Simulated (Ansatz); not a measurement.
## 4-layer 1T-PtSe2 (AA) in a perpendicular field

Wanted: the out-of-plane response of the 4-layer 1T-PtSe2 (AA). A positive field points along +c.

Program: Ansatz 0.2.0. Level of theory: plane-wave DFT, PBE-D3(BJ), Ansatz PAW (set soft_1); PAW set soft_1. Values are calculated unless marked as measured.

The raw output is cut from this account; settings, times and results stay.

### 1. Starting point

The cell holds 12 atoms: 8 Se and 4 Pt. Its edges and angles: a = 3.750 Å, b = 3.750 Å, c = 67.771 Å, α = 90.0°, β = 90.0°, γ = 120.0°. Regions: layer 1: 1T-PtSe2, 3 atoms (2 Se and 1 Pt); layer 2: 1T-PtSe2, 3 atoms (2 Se and 1 Pt); layer 3: 1T-PtSe2, 3 atoms (2 Se and 1 Pt); layer 4: 1T-PtSe2, 3 atoms (2 Se and 1 Pt). Vacuum lies along c.

Structure file:

```cif
data_structure
_symmetry_space_group_name_H-M 'P 1'
_symmetry_Int_Tables_number 1
_cell_length_a 3.7500
_cell_length_b 3.7500
_cell_length_c 67.7709
_cell_angle_alpha 90.000
_cell_angle_beta 90.000
_cell_angle_gamma 120.000
_cell_volume 825.35
loop_
_atom_site_label
_atom_site_type_symbol
_atom_site_fract_x
_atom_site_fract_y
_atom_site_fract_z
_atom_site_occupancy
Se1 Se 0.66667 0.33333 0.36446 1
Pt2 Pt 0.00000 0.00000 0.38119 1
Se3 Se 0.33333 0.66667 0.39792 1
Se4 Se 0.66667 0.33333 0.44367 1
Pt5 Pt 0.00000 0.00000 0.46040 1
Se6 Se 0.33333 0.66667 0.47713 1
Se7 Se 0.66667 0.33333 0.52287 1
Pt8 Pt 0.00000 0.00000 0.53960 1
Se9 Se 0.33333 0.66667 0.55633 1
Se10 Se 0.66667 0.33333 0.60208 1
Pt11 Pt 0.00000 0.00000 0.61881 1
Se12 Se 0.33333 0.66667 0.63554 1
```

### 2. Relaxation

The starting cell is a guess, so the in-plane lattice and the atoms are relaxed first, with the slab cut off from its images along the normal.

The input, input.yaml:

```yaml
crystal:
  lattice:
    - [3.75, 0.0, 0.0]
    - [-1.875, 3.2475952642, 0.0]
    - [0.0, 0.0, 67.7708711829]
  atoms:
    - { symbol: Se, position: [0.6666666667, 0.3333333333, 0.3644633685] }
    - { symbol: Pt, position: [0.0, 0.0, 0.3811941391] }
    - { symbol: Se, position: [0.3333333333, 0.6666666667, 0.3979249097] }
    - { symbol: Se, position: [0.6666666667, 0.3333333333, 0.4436672758] }
    - { symbol: Pt, position: [0.0, 0.0, 0.4603980464] }
    - { symbol: Se, position: [0.3333333333, 0.6666666667, 0.477128817] }
    - { symbol: Se, position: [0.6666666667, 0.3333333333, 0.522871183] }
    - { symbol: Pt, position: [0.0, 0.0, 0.5396019536] }
    - { symbol: Se, position: [0.3333333333, 0.6666666667, 0.5563327242] }
    - { symbol: Se, position: [0.6666666667, 0.3333333333, 0.6020750903] }
    - { symbol: Pt, position: [0.0, 0.0, 0.6188058609] }
    - { symbol: Se, position: [0.3333333333, 0.6666666667, 0.6355366315] }
  periodic: [true, true, false]
kpoints:
  mp_grid: { grid: [12, 12, 1] }
hamiltonian:
  xc: pbe
  dispersion: d3bj
  pseudopotentials: { kind: paw, azcp: { folder: soft_1 } }
scf:
  occupations: { method: fermi_dirac, width: 0.05 }
  convergence: { dr2_threshold: 1.0e-09 }
relax:
  f_tol: 0.004
  max_steps: 90
  cell: {}
output:
  write_potential: true
  write_density: true
  volumetric_format: npy
```

Started as:

```
$ ansatz run input.yaml --threads 4 --pin off --max-ram 12288MiB --backend cpu --events-out ev --progress --plain --runs-dir out
```

It took 4.8 min on 4 threads of AMD EPYC 7R13 (Zen 3), shared host; peak memory 3.1 GiB.

Relaxation path:

```tsv
step	energy less that of the first step (eV)	largest force component (eV/Å)	volume (Å³)
1	0.0000	2.1676	825.35
2	-1.3923	0.2398	831.13
3	-1.5012	0.1277	813.74
4	-1.5522	0.0634	814.37
5	-1.5886	0.0198	820.73
6	-1.5954	0.0905	827.36
7	-1.5928	0.0625	829.47
8	-1.5997	0.0062	827.57
9	-1.5998	0.0053	827.35
10	-1.5999	0.0035	827.17
11*	-1.6000	0.0035	827.17
```

Relaxation steps marked * repeat the geometry before them on a plane-wave basis chosen anew for their cell, so energy and pressure can jump there. Relaxation step 7 was tried and not accepted.

Forces are held to the 12 operations that the program found; a distortion that breaks them can't arise in this run.

```tsv
cell as run	before	after	change
a (Å)	3.750	3.754	+0.1 %
b (Å)	3.750	3.754	+0.1 %
```

The atoms that moved most (Å, along periodic axes as changes of fractional coordinates times the final cell, across vacuum about the mean position):

```tsv
atom	dx	dy	dz	length
Se3	0.000	0.000	0.892	0.892
Se10	0.000	0.000	-0.892	0.892
Pt2	0.000	0.000	0.748	0.748
Pt11	0.000	0.000	-0.748	0.748
Se12	0.000	0.000	-0.570	0.570
Se1	0.000	0.000	0.570	0.570
Se7	0.000	0.000	-0.410	0.410
Se6	0.000	0.000	0.410	0.410
```

This step gave:

```
energy at zero smearing : -93861.2163 eV
```

The lattice constant a goes from 3.750 to 3.754 Å.

### 3. Single point, field 0

A sawtooth potential applies the field, turning back in the middle of the vacuum. With the dipole correction the typed value is the field outside the slab. The induced dipole is small, so the SCF threshold is tight.

The cell differs from the one that the last finished run ended in (c 67.771 → 35.230 Å).

The input, input.yaml:

```yaml
crystal:
  lattice:
    - [3.7541444001, 0.0, 0.0]
    - [-1.8770722, 3.2511844199, 0.0]
    - [0.0, 0.0, 35.2298800136]
  atoms:
    - { symbol: Se, position: [0.6666666667, 0.3333333333, 0.2554649632] }
    - { symbol: Pt, position: [0.0, 0.0, 0.2926781877] }
    - { symbol: Se, position: [0.3333333333, 0.6666666667, 0.3289584838] }
    - { symbol: Se, position: [0.6666666667, 0.3333333333, 0.3944499225] }
    - { symbol: Pt, position: [0.0, 0.0, 0.4310392485] }
    - { symbol: Se, position: [0.3333333333, 0.6666666667, 0.4676327573] }
    - { symbol: Se, position: [0.6666666667, 0.3333333333, 0.5323672427] }
    - { symbol: Pt, position: [0.0, 0.0, 0.5689607515] }
    - { symbol: Se, position: [0.3333333333, 0.6666666667, 0.6055500775] }
    - { symbol: Se, position: [0.6666666667, 0.3333333333, 0.6710415162] }
    - { symbol: Pt, position: [0.0, 0.0, 0.7073218123] }
    - { symbol: Se, position: [0.3333333333, 0.6666666667, 0.7445350368] }
kpoints:
  mp_grid: { grid: [12, 12, 1] }
  band_path:
    path: [[0, 0, 0], [0.5, 0, 0], [0.33333333, 0.33333333, 0], [0, 0, 0]]
    npoints: 16
hamiltonian:
  xc: pbe
  dispersion: d3bj
  pseudopotentials: { kind: paw, azcp: { folder: soft_1 } }
scf:
  occupations: { method: fermi_dirac, width: 0.02585 }
  convergence: { dr2_threshold: 1.0e-10 }
efield:
  axis: 3
  dipole_correction: true
  ramp_position: 0.97
  ramp_width: 0.06
  amplitude: 0
output:
  dos: { projected: true, e_range: [-6, 5] }
  write_potential: true
  write_density: true
  volumetric_format: npy
  elf: true
```

Run time: 63 s. Hardware: 4 threads; peak memory 2.5 GiB.

Numbers from this step:

| Item | Value |
| --- | --- |
| energy at zero smearing | -93861.2180 eV |
| work function, upper face | 4.682 eV |
| dipole along the normal | 1.08e-5 e·Å |

Running mean over a fixed 2.8 Å (it still follows the layers) of the planar mean; the ramp of the sawtooth is left out. The electron's electrostatic potential energy less the Fermi level by z:

z (Å), electron's electrostatic potential energy less the Fermi level (eV) and a bar from the least value:
```
        4       4.68 ##############################
        5       4.68 ##############################
        6       4.63 ##############################
        7       3.81 ############################
        8       1.18 ######################
        9      -4.06 #########
       10      -7.71 
       11      -7.20 ##
       12      -2.94 ############
       13      -1.63 ###############
       14      -5.17 #######
       15      -7.90 
       16      -6.89 ##
       17      -2.61 #############
       18      -1.99 ##############
       19      -5.88 #####
       20      -7.92 
       21      -6.28 ####
       22      -2.12 ##############
       23      -2.21 ##############
       24      -6.36 ####
       25      -7.78 
       26      -5.38 ######
       27       0.26 ###################
       28       3.28 ###########################
       29       4.58 ##############################
       30       4.68 ##############################
       31       4.68 ##############################
```

The density of states has structure finer than the step of the table below, so its rows give means over 0.25 eV. Peaks (eV: height): -5.830: 30.4, -5.700: 18.9, -5.480: 17.4, -4.540: 23.5, -3.380: 30.7, -3.300: 41.0, 1.750: 15.9.

Density of states against energy, zero at the Fermi level; means over each step:

energy (eV), density of states (states/eV a cell) and a bar:
```
    -5.75       17.0 ########################
    -5.50       12.9 ##################
    -5.25        6.4 ########
    -5.00        8.0 ##########
    -4.75       10.9 ###############
    -4.50       18.3 ##########################
    -4.25       14.9 #####################
    -4.00        8.6 ###########
    -3.75        3.2 ###
    -3.50       17.4 #########################
    -3.25       20.8 ##############################
    -3.00        9.3 #############
    -2.75        9.3 #############
    -2.50       10.0 ##############
    -2.25       12.0 #################
    -2.00       10.7 ###############
    -1.75       10.2 ##############
    -1.50        9.4 #############
    -1.25        7.8 ##########
    -1.00        3.3 ###
    -0.75        2.6 ##
    -0.50        1.9 #
    -0.25        1.1 
     0.00        3.3 ###
     0.25        3.9 ####
     0.50        6.8 #########
     0.75        9.9 #############
     1.00        7.2 #########
     1.25       10.5 ##############
     1.50        8.9 ############
     1.75        8.7 ############
```

Projected DOS per atom over height of the atomic layer and energy from the Fermi level. Layers: Se Pt Se Se Pt Se Se Pt Se Se Pt Se from below.

Ten even steps from '_' (0.04 states/eV) to '@' (4.26 states/eV), each cell a mean:
```
..__..::..::::..::..__..
....::............::....
::..::..__....__..::..::
........................
________________________
________________________
________________________
________________________
..__..____________..__..
::..::..__....__..::..::
::..::::........::::..::
::::....::::::::....::::
..::....::....::....::..
..::....::....::....::..
..@@....%%....%%....@@..
__::____==____==____::__
__==____::____::____==__
..**....**....**....**..
..==....==....==....==..
..::____..____..____::..
..--....--....--....--..
::**::..==....==..::**::
```
Columns: height of the atomic layer (Å) from 9 to 26.2 (not evenly spaced); rows upwards: energy from the Fermi level (eV) from -5.96 to 1.96.

The electronic bands at the labelled points (eV, zero at the Fermi level):

```tsv
point	band 97	band 98	band 99	band 100	band 101	band 102	band 103	band 104
Γ	-1.09	-1.09	-0.54	0.26	1.18	1.18	1.55	1.55
halfway	-1.38	-1.33	-1.08	-0.57	0.03	0.51	0.68	1.12
M	-2.73	-2.59	-1.96	-1.45	0.61	0.75	1.08	1.25
halfway	-2.17	-1.89	-1.64	-1.64	0.25	0.53	0.75	0.94
K	-2.06	-2.06	-1.82	-1.82	0.03	0.03	0.59	0.59
halfway	-1.55	-1.36	-1.02	-0.65	0.14	0.43	0.65	0.75
Γ	-1.09	-1.09	-0.54	0.26	1.18	1.18	1.55	1.55
```

Electrostatic potential energy in the ca plane at fractional y = 0.000, with atoms of Pt within 0.2 Å of it. With pseudopotentials it is smooth inside the atoms' cores, unlike the true potential.

Values in eV, 6 rows by 16 columns, each cell a mean:
```
 10  10  10  10  10  10   9   4 -46 -31   7   9   2 -50 -25   8
 10  10  10  10  10  10   9   6  -5  -1   6   8   5  -6   0   7
 10  10  10  10  10  10   8   2   6   4   3   6   2   6   4   4
 10  10  10  10  10  10   8   3   5   4   4   7   3   5   4   4
 10  10  10  10  10  10   9   6 -17  -9   7   8   5 -20  -6   7
 10  10  10  10  10  10   9   3 -51 -36   7   9   0 -55 -30   8
```
Columns run along c (16.0 Å, from fractional 0.05 to 0.50 of the cell; values clipped at the 3rd and 97th percentile), rows up along a (3.8 Å). Atoms in or near the plane, at fractional coordinates: Pt at (0.29, 0.00), Pt at (0.43, 0.00).

Valence density in the ca plane at fractional y = 0.000, with atoms of Pt within 0.2 Å of it. It is the smooth field of the valence electrons, not physical close to the nuclei.

Ten steps, logarithmic in the rise over the least value, from '0' (0 e/Å³) to '9' (11 e/Å³), each cell a mean:
```
00000000000000000001247998631000013589974210
00000000000000000001235776421100112467753210
00000000000000000011223444322111122334432211
00000000000000000012222222222211222222222221
00000000000000000112332222232211223222222322
00000000000000000012222222222211223222222222
00000000000000000011223333322111122233332221
00000000000000000001224565321100112356643211
00000000000000000001236898531000012579874210
00000000000000000001247999731000013699985210
```
Columns run along c (16.0 Å, from fractional 0.05 to 0.50 of the cell), rows up along a (3.8 Å). Atoms in or near the plane, at fractional coordinates: Pt at (0.29, 0.00), Pt at (0.43, 0.00).

ELF in the ca plane at fractional y = 0.000, with atoms of Pt within 0.2 Å of it. It is the smooth field of the valence electrons, not physical close to the nuclei.

Ten even steps from '0' (0.00) to '9' (0.68), each cell a mean:
```
00000000000000000001357888743100024688875320
00000000000000000012345776443100134467754321
00000000000000001345654444565311356544445642
00000000000000014688886334688622588743357874
00000000000000125899986324789733698742258985
00000000000000125799986324788632688742358885
00000000000000012467775434577421467643356763
00000000000000000123444565444210234456644431
00000000000000000001346787542100124578864320
00000000000000000001358888853100024788886420
```
Columns run along c (16.0 Å, from fractional 0.05 to 0.50 of the cell), rows up along a (3.8 Å). Atoms in or near the plane, at fractional coordinates: Pt at (0.29, 0.00), Pt at (0.43, 0.00).

The work function of the upper face is 4.68 eV.

### 4. Atoms held, field 0.1 V/Å

input.yaml, as its differences from that of step 3:

```diff
@@ -33,7 +33,6 @@
   dipole_correction: true
-  ramp_position: 0.97
-  ramp_width: 0.06
-  amplitude: 0
+  ramp_position: 0.9688
+  ramp_width: 0.0624
+  amplitude: 0.1
 output:
-  dos: { projected: true, e_range: [-6, 5] }
   write_potential: true
@@ -41,2 +40 @@
   volumetric_format: npy
-  elf: true
```

Wall time 62 s (4 threads); peak memory 2.2 GiB.

The dipole is 0.130 e·Å.

### 5. Atoms held, field -0.1 V/Å

input.yaml, as its differences from that of step 4:

```diff
@@ -35,3 +35,3 @@
   ramp_width: 0.0624
-  amplitude: 0.1
+  amplitude: -0.1
 output:
```

It took 63 s on 4 threads; peak memory 2.2 GiB; 4.1 min of CPU time.

The dipole is -0.130 e·Å.

### 6. Atoms held, field 0.2 V/Å

input.yaml, as its differences from that of step 5:

```diff
@@ -35,3 +35,3 @@
   ramp_width: 0.0624
-  amplitude: -0.1
+  amplitude: 0.2
 output:
```

It took 62 s on 4 threads; peak memory 2.2 GiB.

The dipole is 0.260 e·Å.

### 7. Atoms held, field 0.3 V/Å

input.yaml, as its differences from that of step 6:

```diff
@@ -33,5 +33,5 @@
   dipole_correction: true
-  ramp_position: 0.9688
-  ramp_width: 0.0624
-  amplitude: 0.2
+  ramp_position: 0.9667
+  ramp_width: 0.0665
+  amplitude: 0.3
 output:
```

Elapsed: 64 s, on 4 threads; peak memory 2.2 GiB.

The dipole is 0.390 e·Å.

### 8. Response, atoms held

This step: plane-wave DFT, PBE-D3(BJ), Ansatz PAW (set soft_1); response to a field along the normal, atoms held; PAW set soft_1 (Ansatz 0.2.0).

The dipoles give the slope, and the difference of two potentials shows where the field is screened.

This step gave:

```
equivalent conductor thickness p/(ε₀AE) : 19.25 Å
distance between the outer atoms        : 17.23 Å
```

Dipole of the cell against applied field:

```tsv
applied field (V/Å)	dipole of the cell (e·Å)
-0.100	-0.130
0.000	1.1e-5
0.100	0.130
0.200	0.260
0.300	0.390
```

Local field over the applied field, running mean. From the potentials at -0.1 and 0.1 V/Å; running mean over 2.8 Å. Local field over applied field against z:

```tsv
z (Å)	local field over applied field
5	0.993
6	0.950
7	0.770
8	0.458
9	0.161
10	0.0231
11	0.0156
12	0.0330
13	0.0367
14	0.0198
15	0.00320
16	0.00687
17	0.0164
18	0.0179
19	0.00916
20	0.00218
21	0.0153
22	0.0343
23	0.0350
24	0.0207
25	0.0137
26	0.112
27	0.382
28	0.704
29	0.926
30	0.988
```

Electrons, planar mean, per unit field. Table of induced electron density by z:

```tsv
z (Å)	induced electron density (e/Å³ per V/Å)
5	2.7e-5
6	2.1e-4
7	0.00123
8	0.00330
9	0.00105
10	-1.2e-4
11	7.9e-5
12	-2.1e-4
13	2.0e-4
14	1.5e-4
15	2.9e-5
16	8.1e-6
17	-1.0e-4
18	4.7e-5
19	1.5e-4
20	2.5e-5
21	-9.5e-5
22	-2.4e-4
23	5.3e-5
24	1.8e-4
25	4.5e-5
26	-7.4e-4
27	-0.00283
28	-0.00176
29	-3.2e-4
30	-4.5e-5
```

By hand: between -0.1 and 0.1 V/Å the dipole changes by 0.2597 e·Å, a slope of 1.299 e·Å²/V. A perfect conductor of thickness t has p = ε₀AEt, so t = 180.95 × 1.299 / 12.205 = 19.25 Å (e/ε₀ = 180.95 V·Å, A in Å²).

The induced dipole is that of a conductor 19.25 Å thick.

### 9. Outcome

```
gap without field                          : none
work function, upper face                  : 4.68 eV
equivalent conductor thickness, atoms held : 19.3 Å
```

**Reading.** The induced dipole equals that of a perfect conductor 19.25 Å thick, while the outer atoms lie 17.23 Å apart. There is no gap over 0.03 eV, with or without the field. The main runs have no spin polarisation; a magnetic state could lie lower and would change these results. Spin-orbit coupling is left out, which matters for the bands of elements this heavy.

[Long decimals in the printed logs are rounded to 6 places.]

[Logs are printed without paths, hosts, clocks, repeated set-up lines and the standing remarks that a program may print on its own settings, such as how far it seeks lower states.]

[Hosts, paths, dates, database ids (printed as entryN), source tags and the programs' standing remarks are cut or masked in the printed files.]

[Maps of the electrostatic potential energy from Ansatz leave out the sawtooth potential of an applied field or a dipole correction, so their vacuum need not be flat; planar profiles and work functions include it.]
